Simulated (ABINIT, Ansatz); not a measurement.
# GaN (P6_3mc): G0W0 with ABINIT, start to end, part 2 of 3

Wanted: ground state, empty states, screening and self-energy for GaN (P6_3mc).

ABINIT 10.8.3; LDA and many-body steps on it, plane waves. Known limits of the many-body steps: not at the basis limit; no spin-orbit coupling; coarse k mesh.

So far. Step 2 (Ground state): The gap is direct, at Γ.

The database entry behind the starting cell differs from later determinations by our own check (about 0.3 % short, ideal inner coordinate), so it need not match the best structure at ambient conditions.

## 3. Bands along the symmetry lines

Level of this step: DFT, LDA, plane waves, norm-conserving pseudopotentials (ABINIT).

Levels along a band path, at the cheap level, show where the edges lie and whether the meshes to come will hold them.

File run.abi:

```
acell 3*1.0 Angstrom
rprim 
  3.179999999980 0.000000000005 0.000000000000
  -1.589999999994 2.753960784015 0.000000000000
  0.000000000000 0.000000000000 5.166000000000
ntypat 2
znucl 31 7
natom 4
typat 1 1 2 2
xred 
  0.333333333333 0.666666666667 0.000000000000
  0.666666666667 0.333333333333 0.500000000000
  0.333333333333 0.666666666667 0.375000000000
  0.666666666667 0.333333333333 0.875000000000
pp_dirpath "pseudos"
pseudos "Ga.upf, N.upf"
ecut 45
iscf -2
irdden 1
kptopt 0
nkpt 75
kpt 
  0.00000000 0.00000000 0.00000000
  0.06250000 0.00000000 0.00000000
  0.12500000 0.00000000 0.00000000
  0.18750000 0.00000000 0.00000000
  0.25000000 0.00000000 0.00000000
  0.31250000 0.00000000 0.00000000
  0.37500000 0.00000000 0.00000000
  0.43750000 0.00000000 0.00000000
  0.50000000 0.00000000 0.00000000
  0.47916667 0.04166667 0.00000000
  0.45833333 0.08333333 0.00000000
  0.43750000 0.12500000 0.00000000
  0.41666666 0.16666666 0.00000000
  0.39583333 0.20833333 0.00000000
  0.37500000 0.25000000 0.00000000
  0.35416666 0.29166666 0.00000000
  0.33333333 0.33333333 0.00000000
  0.29166666 0.29166666 0.00000000
  0.25000000 0.25000000 0.00000000
  0.20833333 0.20833333 0.00000000
  0.16666666 0.16666666 0.00000000
  0.12500000 0.12500000 0.00000000
  0.08333333 0.08333333 0.00000000
  0.04166667 0.04166667 0.00000000
  0.00000000 0.00000000 0.00000000
  0.00000000 0.00000000 0.06250000
  0.00000000 0.00000000 0.12500000
  0.00000000 0.00000000 0.18750000
  0.00000000 0.00000000 0.25000000
  0.00000000 0.00000000 0.31250000
  0.00000000 0.00000000 0.37500000
  0.00000000 0.00000000 0.43750000
  0.00000000 0.00000000 0.50000000
  0.06250000 0.00000000 0.50000000
  0.12500000 0.00000000 0.50000000
  0.18750000 0.00000000 0.50000000
  0.25000000 0.00000000 0.50000000
  0.31250000 0.00000000 0.50000000
  0.37500000 0.00000000 0.50000000
  0.43750000 0.00000000 0.50000000
  0.50000000 0.00000000 0.50000000
  0.47916667 0.04166667 0.50000000
  0.45833333 0.08333333 0.50000000
  0.43750000 0.12500000 0.50000000
  0.41666666 0.16666666 0.50000000
  0.39583333 0.20833333 0.50000000
  0.37500000 0.25000000 0.50000000
  0.35416666 0.29166666 0.50000000
  0.33333333 0.33333333 0.50000000
  0.29166666 0.29166666 0.50000000
  0.25000000 0.25000000 0.50000000
  0.20833333 0.20833333 0.50000000
  0.16666666 0.16666666 0.50000000
  0.12500000 0.12500000 0.50000000
  0.08333333 0.08333333 0.50000000
  0.04166667 0.04166667 0.50000000
  0.00000000 0.00000000 0.50000000
  0.50000000 0.00000000 0.50000000
  0.50000000 0.00000000 0.43750000
  0.50000000 0.00000000 0.37500000
  0.50000000 0.00000000 0.31250000
  0.50000000 0.00000000 0.25000000
  0.50000000 0.00000000 0.18750000
  0.50000000 0.00000000 0.12500000
  0.50000000 0.00000000 0.06250000
  0.50000000 -0.00000000 0.00000000
  0.33333333 0.33333333 0.50000000
  0.33333333 0.33333333 0.43750000
  0.33333333 0.33333333 0.37500000
  0.33333333 0.33333333 0.31250000
  0.33333333 0.33333333 0.25000000
  0.33333333 0.33333333 0.18750000
  0.33333333 0.33333333 0.12500000
  0.33333333 0.33333333 0.06250000
  0.33333333 0.33333333 0.00000000
istwfk *1
nband 33
nbdbuf 2
tolwfr 1e-08
nstep 40
prtwf 0
prtvol 0
indata_prefix "in"
outdata_prefix "out"
tmpdata_prefix "tmp"
```

Command:

```bash
OMP_NUM_THREADS=1 mpirun -n 4 abinit run.abi > log
```

Numbers of over 12 decimals in the logs are rounded to 6 here.

Log:

```text
.Version 10.8.3 of ABINIT. v10.8.2 released Aug 2026.

 Symmetries : space group P6_3 m c (#186); Bravais hP (primitive hexag.)
[... echo of the input left out ...]
== DATASET  1 ==================================================================
-   mpi_nproc: 4, omp_nthreads: 1 (-1 if OMP is not activated)

--- !DatasetInfo
iteration_state: {dtset: 1, }
dimensions: {natom: 4, nkpt: 75, mband: 33, nsppol: 1, nspinor: 1, nspden: 1, mpw: 4434, }
cutoff_energies: {ecut:  45.0, pawecutdg:  -1.0, }
electrons: {nelect:   5.20000000E+01, charge:   0.00000000E+00, occopt:   1.00000000E+00, tsmear:   1.00000000E-02, }

 Real(R)+Recip(G) space primitive vectors, cartesian coordinates (Bohr,Bohr^-1):
 R(1)=  6.0093291  0.0000000  0.0000000  G(1)=  0.1664079  0.0960757  0.0000000
 R(2)= -3.0046645  5.2042316  0.0000000  G(2)=  0.0000000  0.1921513  0.0000000
 R(3)=  0.0000000  0.0000000  9.7623252  G(3)=  0.0000000  0.0000000  0.1024346
 Unit cell volume ucvol=  3.0530638E+02 bohr^3
 Angles (23,13,12)=  9.00000000E+01  9.00000000E+01  1.20000000E+02 degrees

 getcut: wavevector=  0.0000  0.0000  0.0000  ngfft=  40  40  60
         ecut(hartree)=     45.000   => boxcut(ratio)=   2.03529

--- Pseudopotential description ------------------------------------------------
- Ga Generated using ONCVPSP code by D. R. Hamann
- 31.00000  21.00000  180309                  znucl, zion, pspdat
12 -1012 2 -1 1858                            pspcod,pspxc,lmax,lloc,mmax
     nproj     2     2     2
  pspatm : epsatm=   21.89818218
         --- l  ekb(1:nproj) -->
             0    4.942386   -1.222782
             1   -5.724586   -1.365263
             2  -10.663097   -3.851155
 pspatm: atomic psp has been read  and splines computed

- N Generated using ONCVPSP code by D. R. Hamann
-  7.00000   5.00000  180309                  znucl, zion, pspdat
12 -1012 1 -1 1058                            pspcod,pspxc,lmax,lloc,mmax
     nproj     2     2     0
  pspatm : epsatm=    5.30777321
         --- l  ekb(1:nproj) -->
[...]
pspatm: atomic psp has been read  and splines computed

--------------------------------------------------------------------------------

================================================================================
 prteigrs : about to open file out_EIG
 Non-SCF case, kpt    1 (  0.00000  0.00000  0.00000), residuals and eigenvalues=
  7.39E-09  4.97E-09  6.20E-09  2.03E-09  5.63E-09  3.72E-09  4.94E-09  2.02E-09
  5.56E-09  4.50E-09  8.55E-09  6.23E-09  6.72E-09  3.98E-09  6.77E-09  4.94E-09
  5.22E-09  4.28E-09  6.99E-09  3.82E-09  5.01E-09  5.43E-09  8.99E-09  9.88E-09
[...]
9.98E-09
 -4.9532E+00 -4.9532E+00 -3.1584E+00 -3.1584E+00 -3.1584E+00 -3.1583E+00
 -3.1583E+00 -3.1583E+00 -3.4074E-01 -3.0907E-01 -2.5717E-01 -2.5624E-01
 -2.5624E-01 -2.5416E-01 -2.5416E-01 -2.4710E-01 -2.4710E-01 -2.4358E-01
[...]
3.95E-06
[...]
Non-SCF case, kpt   74 (  0.33333  0.33333  0.06250), residuals and eigenvalues=
[...]
Non-SCF case, kpt   75 (  0.33333  0.33333  0.00000), residuals and eigenvalues=
[...]
-1.7447E-01 -1.7447E-01  4.5146E-02  4.5146E-02  4.6165E-02  1.3141E-01
  1.3141E-01  1.4354E-01  4.2815E-01  5.2892E-01  5.2892E-01  5.4932E-01
[...]
--- !ResultsGS
iteration_state: {dtset: 1, }
comment   : Summary of ground state results
lattice_vectors:
- [  6.0093291,   0.0000000,   0.0000000, ]
- [ -3.0046645,   5.2042316,   0.0000000, ]
- [  0.0000000,   0.0000000,   9.7623252, ]
lattice_lengths: [   6.00933,    6.00933,    9.76233, ]
lattice_angles: [ 90.000,  90.000, 120.000, ] # degrees, (23, 13, 12)
lattice_volume:   3.0530638E+02
convergence: {deltae:  0.000E+00, res2:  0.000E+00, residm:  9.975E-09, diffor:  0.000E+00, }
etotal    :  -5.16699977E+02
entropy   :   0.00000000E+00
fermie    :   2.44483117E-01
cartesian_stress_tensor: null
pressure_GPa: null
xred      :
- [  3.3333E-01,   6.6667E-01,   1.1102E-16, Ga]
- [  6.6667E-01,   3.3333E-01,   5.0000E-01, Ga]
- [  3.3333E-01,   6.6667E-01,   3.7500E-01,  N]
- [  6.6667E-01,   3.3333E-01,   8.7500E-01,  N]
cartesian_forces: null
force_length_stats: {min: null, max: null, mean: null, }

 Integrated electronic density in atomic spheres:
 ------------------------------------------------
 Atom  Sphere_radius  Integrated_density
[...]
================================================================================

 ----iterations are completed or convergence reached----

 Mean square residual over all n,k,spin=   50.534E-10; max=  99.745E-10
 reduced coordinates (array xred) for    4 atoms
[...]
0.333333333333      0.666666666667      0.375000000000
       0.666666666667      0.333333333333      0.875000000000

 cartesian coordinates (angstrom) at end:
    1     -2.67e-12     1.835974     0.000000
    2      1.590000     0.917987     2.583000
    3     -2.67e-12     1.835974     1.937250
    4      1.590000     0.917987     4.520250
 length scales=  1.889726125908  1.889726125908  1.889726125908 bohr
              =  1.000000000000  1.000000000000  1.000000000000 angstroms
 prteigrs : about to open file out_EIG
 Eigenvalues (hartree) for nkpt=  75  k points:
 kpt#   1, nband= 33, wtk=  1.00000, kpt=  0.0000  0.0000  0.0000 (reduced coord)
[...]
kpt#   2, nband= 33, wtk=  1.00000, kpt=  0.0625  0.0000  0.0000 (reduced coord)
[...]
kpt#   3, nband= 33, wtk=  1.00000, kpt=  0.1250  0.0000  0.0000 (reduced coord)
[...]
kpt#  74, nband= 33, wtk=  1.00000, kpt=  0.3333  0.3333  0.0625 (reduced coord)
[...]
0.70860
 kpt#  75, nband= 33, wtk=  1.00000, kpt=  0.3333  0.3333  0.0000 (reduced coord)
[...]
-0.24620   -0.24445   -0.17447   -0.17447    0.04515    0.04515    0.04617    0.13141
   0.13141    0.14354    0.42815    0.52892    0.52892    0.54932    0.60444    0.60444
   0.70490

== END DATASET(S) ==============================================================
================================================================================

 -outvars: echo values of variables after computation  --------
            nband          33
             nkpt          75
          spgroup         186
 [... the other variables as echoed above ...]

 Calculation completed.
```

Wall time 54 s (4 MPI ranks of Arm Neoverse V1, shared host); peak memory 0.46 GiB; 3.6 min of CPU time.

Numbers from this step:

* gap: 1.992 eV
* k of the valence top: 0, 0, 0
* k of the conduction bottom: 0, 0, 0
* least direct gap: 1.992 eV

The gap is 1.992 eV, as in the run before at this level.

The electronic bands at the labelled points (eV, zero at the top of the highest filled band):

```csv
point,band 23,band 24,band 25,band 26,band 27,band 28,band 29,band 30
Γ,-1.07,-0.06,0.00,0.00,1.99,4.21,9.10,9.78
halfway,-2.87,-2.04,-0.76,-0.50,4.30,5.85,7.27,8.42
M,-4.32,-2.81,-2.30,-1.00,4.94,5.54,5.95,8.52
halfway,-4.34,-3.62,-2.45,-1.90,5.48,6.51,6.58,8.37
K,-5.40,-3.08,-3.08,-2.75,5.00,7.74,7.74,8.30
halfway,-3.69,-2.45,-1.03,-0.95,4.94,6.79,7.17,7.53
Γ,-1.07,-0.06,0.00,0.00,1.99,4.21,9.10,9.78
halfway,-0.92,-0.92,-0.16,-0.16,3.15,4.32,8.72,9.47
A,-0.55,-0.55,-0.55,-0.55,4.24,4.24,8.39,8.39
halfway,-2.13,-2.13,-1.32,-1.32,5.19,5.19,7.55,7.55
L,-1.98,-1.98,-1.94,-1.94,4.33,4.33,7.70,7.70
halfway,-3.26,-3.26,-1.63,-1.63,5.30,5.30,8.02,8.02
H,-4.28,-4.28,-1.52,-1.52,6.40,6.40,7.20,7.20
halfway,-2.16,-2.16,-1.86,-1.86,5.62,5.62,7.56,7.56
A,-0.55,-0.55,-0.55,-0.55,4.24,4.24,8.39,8.39
jump to L,-1.98,-1.98,-1.94,-1.94,4.33,4.33,7.70,7.70
halfway,-3.37,-2.58,-1.75,-1.31,4.25,4.99,7.49,7.77
M,-4.32,-2.81,-2.30,-1.00,4.94,5.54,5.95,8.52
jump to H,-4.28,-4.28,-1.52,-1.52,6.40,6.40,7.20,7.20
halfway,-5.09,-3.27,-2.25,-2.25,5.76,7.15,7.15,8.08
K,-5.40,-3.08,-3.08,-2.75,5.00,7.74,7.74,8.30
```

## 4. Empty states on the mesh, 3×3×2 mesh, 72 bands

The sums over transitions need many empty states on a uniform mesh; this step solves for them.

File run.abi:

```
acell 3*1.0 Angstrom
rprim 
  3.179999999980 0.000000000005 0.000000000000
  -1.589999999994 2.753960784015 0.000000000000
  0.000000000000 0.000000000000 5.166000000000
ntypat 2
znucl 31 7
natom 4
typat 1 1 2 2
xred 
  0.333333333333 0.666666666667 0.000000000000
  0.666666666667 0.333333333333 0.500000000000
  0.333333333333 0.666666666667 0.375000000000
  0.666666666667 0.333333333333 0.875000000000
pp_dirpath "pseudos"
pseudos "Ga.upf, N.upf"
ecut 45
ngkpt 3 3 2
nshiftk 1
shiftk 0 0 0
kptopt 1
chksymbreak 0
iscf -2
irdden 1
istwfk *1
nband 72
nbdbuf 6
tolwfr 1e-09
nstep 60
prtvol 0
indata_prefix "in"
outdata_prefix "out"
tmpdata_prefix "tmp"
```

Log:

```text
.Version 10.8.3 of ABINIT. v10.8.2 released Aug 2026.

 Symmetries : space group P6_3 m c (#186); Bravais hP (primitive hexag.)
[... echo of the input left out ...]
== DATASET  1 ==================================================================
-   mpi_nproc: 4, omp_nthreads: 1 (-1 if OMP is not activated)

--- !DatasetInfo
iteration_state: {dtset: 1, }
dimensions: {natom: 4, nkpt: 6, mband: 72, nsppol: 1, nspinor: 1, nspden: 1, mpw: 4419, }
cutoff_energies: {ecut:  45.0, pawecutdg:  -1.0, }
electrons: {nelect:   5.20000000E+01, charge:   0.00000000E+00, occopt:   1.00000000E+00, tsmear:   1.00000000E-02, }

 Real(R)+Recip(G) space primitive vectors, cartesian coordinates (Bohr,Bohr^-1):
 R(1)=  6.0093291  0.0000000  0.0000000  G(1)=  0.1664079  0.0960757  0.0000000
 R(2)= -3.0046645  5.2042316  0.0000000  G(2)=  0.0000000  0.1921513  0.0000000
 R(3)=  0.0000000  0.0000000  9.7623252  G(3)=  0.0000000  0.0000000  0.1024346
 Unit cell volume ucvol=  3.0530638E+02 bohr^3
 Angles (23,13,12)=  9.00000000E+01  9.00000000E+01  1.20000000E+02 degrees

 getcut: wavevector=  0.0000  0.0000  0.0000  ngfft=  40  40  60
         ecut(hartree)=     45.000   => boxcut(ratio)=   2.03529

--- Pseudopotential description ------------------------------------------------
- Ga Generated using ONCVPSP code by D. R. Hamann
- 31.00000  21.00000  180309                  znucl, zion, pspdat
12 -1012 2 -1 1858                            pspcod,pspxc,lmax,lloc,mmax
     nproj     2     2     2
  pspatm : epsatm=   21.89818218
         --- l  ekb(1:nproj) -->
             0    4.942386   -1.222782
             1   -5.724586   -1.365263
             2  -10.663097   -3.851155
 pspatm: atomic psp has been read  and splines computed

- N Generated using ONCVPSP code by D. R. Hamann
-  7.00000   5.00000  180309                  znucl, zion, pspdat
12 -1012 1 -1 1058                            pspcod,pspxc,lmax,lloc,mmax
     nproj     2     2     0
  pspatm : epsatm=    5.30777321
         --- l  ekb(1:nproj) -->
[...]
pspatm: atomic psp has been read  and splines computed

--------------------------------------------------------------------------------

================================================================================
 prteigrs : about to open file out_EIG
 Non-SCF case, kpt    1 (  0.00000  0.00000  0.00000), residuals and eigenvalues=
  9.97E-10  2.55E-10  6.53E-10  4.68E-10  9.48E-10  7.64E-10  6.31E-10  3.75E-10
  2.16E-10  2.36E-10  2.35E-10  3.13E-10  5.92E-10  4.37E-10  6.68E-10  4.95E-10
  6.45E-10  3.93E-10  3.00E-10  1.46E-10  2.53E-10  1.89E-10  5.09E-10  1.78E-10
[...]
-4.9532E+00 -4.9532E+00 -3.1584E+00 -3.1584E+00 -3.1584E+00 -3.1583E+00
 -3.1583E+00 -3.1583E+00 -3.4074E-01 -3.0907E-01 -2.5717E-01 -2.5624E-01
 -2.5624E-01 -2.5416E-01 -2.5416E-01 -2.4710E-01 -2.4710E-01 -2.4358E-01
[...]
1.9169E+00  1.9791E+00  1.9791E+00  2.0204E+00  2.0801E+00  2.0814E+00
  2.0814E+00  2.1268E+00  2.1268E+00  2.1443E+00  2.2515E+00  2.2572E+00
 prteigrs : prtvol=0 or 1, do not print more k-points.

--- !ResultsGS
iteration_state: {dtset: 1, }
comment   : Summary of ground state results
lattice_vectors:
- [  6.0093291,   0.0000000,   0.0000000, ]
- [ -3.0046645,   5.2042316,   0.0000000, ]
- [  0.0000000,   0.0000000,   9.7623252, ]
lattice_lengths: [   6.00933,    6.00933,    9.76233, ]
lattice_angles: [ 90.000,  90.000, 120.000, ] # degrees, (23, 13, 12)
lattice_volume:   3.0530638E+02
convergence: {deltae:  0.000E+00, res2:  0.000E+00, residm:  9.968E-10, diffor:  0.000E+00, }
etotal    :  -5.16699977E+02
entropy   :   0.00000000E+00
fermie    :   2.44483117E-01
cartesian_stress_tensor: null
pressure_GPa: null
xred      :
- [  3.3333E-01,   6.6667E-01,   1.1102E-16, Ga]
- [  6.6667E-01,   3.3333E-01,   5.0000E-01, Ga]
- [  3.3333E-01,   6.6667E-01,   3.7500E-01,  N]
- [  6.6667E-01,   3.3333E-01,   8.7500E-01,  N]
cartesian_forces: null
force_length_stats: {min: null, max: null, mean: null, }

 Integrated electronic density in atomic spheres:
 ------------------------------------------------
 Atom  Sphere_radius  Integrated_density
[...]
================================================================================

 ----iterations are completed or convergence reached----

 Mean square residual over all n,k,spin=   45.975E-11; max=  99.683E-11
 reduced coordinates (array xred) for    4 atoms
[...]
0.333333333333      0.666666666667      0.375000000000
       0.666666666667      0.333333333333      0.875000000000

 cartesian coordinates (angstrom) at end:
    1     -2.67e-12     1.835974     0.000000
    2      1.590000     0.917987     2.583000
    3     -2.67e-12     1.835974     1.937250
    4      1.590000     0.917987     4.520250
 length scales=  1.889726125908  1.889726125908  1.889726125908 bohr
              =  1.000000000000  1.000000000000  1.000000000000 angstroms
 prteigrs : about to open file out_EIG
 Eigenvalues (hartree) for nkpt=   6  k points:
 kpt#   1, nband= 72, wtk=  0.05556, kpt=  0.0000  0.0000  0.0000 (reduced coord)
[...]
1.65542    1.66341    1.76760    1.77361    1.91693    1.97905    1.97905    2.02040
   2.08010    2.08137    2.08137    2.12677    2.12677    2.14432    2.25151    2.25725
 prteigrs : prtvol=0 or 1, do not print more k-points.

== END DATASET(S) ==============================================================
================================================================================

 -outvars: echo values of variables after computation  --------
            nband          72
             nkpt           6
          spgroup         186
 [... the other variables as echoed above ...]

 Calculation completed.
```

Wall time 16 s (4 MPI ranks); peak memory 0.32 GiB.

Numbers from this step:

```
gap                                                           : 1.992 eV
k of the valence top                                          : 0, 0, 0
k of the conduction bottom                                    : 0, 0, 0
least direct gap                                              : 1.992 eV
k points computed                                             : 6
lowest point of the top converged band, above the valence top : 43.47 eV
```

On this mesh the gap is 1.992 eV.

(Part 2 of 3 ends here.)

[Paths, hosts, dates, memory and timing lines, banners, echoed tables and standing remarks are left out of the program output.]

[Logs are printed without paths, hosts, clocks, repeated set-up lines and the standing remarks that a program may print on its own settings, such as how far it seeks lower states.]

[Runs of the session that timed out or met a known fault of the program may be left out.]

[Hosts, paths, dates, database ids (printed as entryN), source tags and the programs' standing remarks are cut or masked in the printed files.]

[G0W0 gaps are taken among the corrected bands and points alone; a level outside them can change the order at an edge.]

[Where Ansatz stands beside ABINIT at settings called matched, ABINIT's density can come from a denser mesh and the files from another edition; pairs whose starting gaps differed by over 0.03 eV were left out, so agreement reads better than it is.]
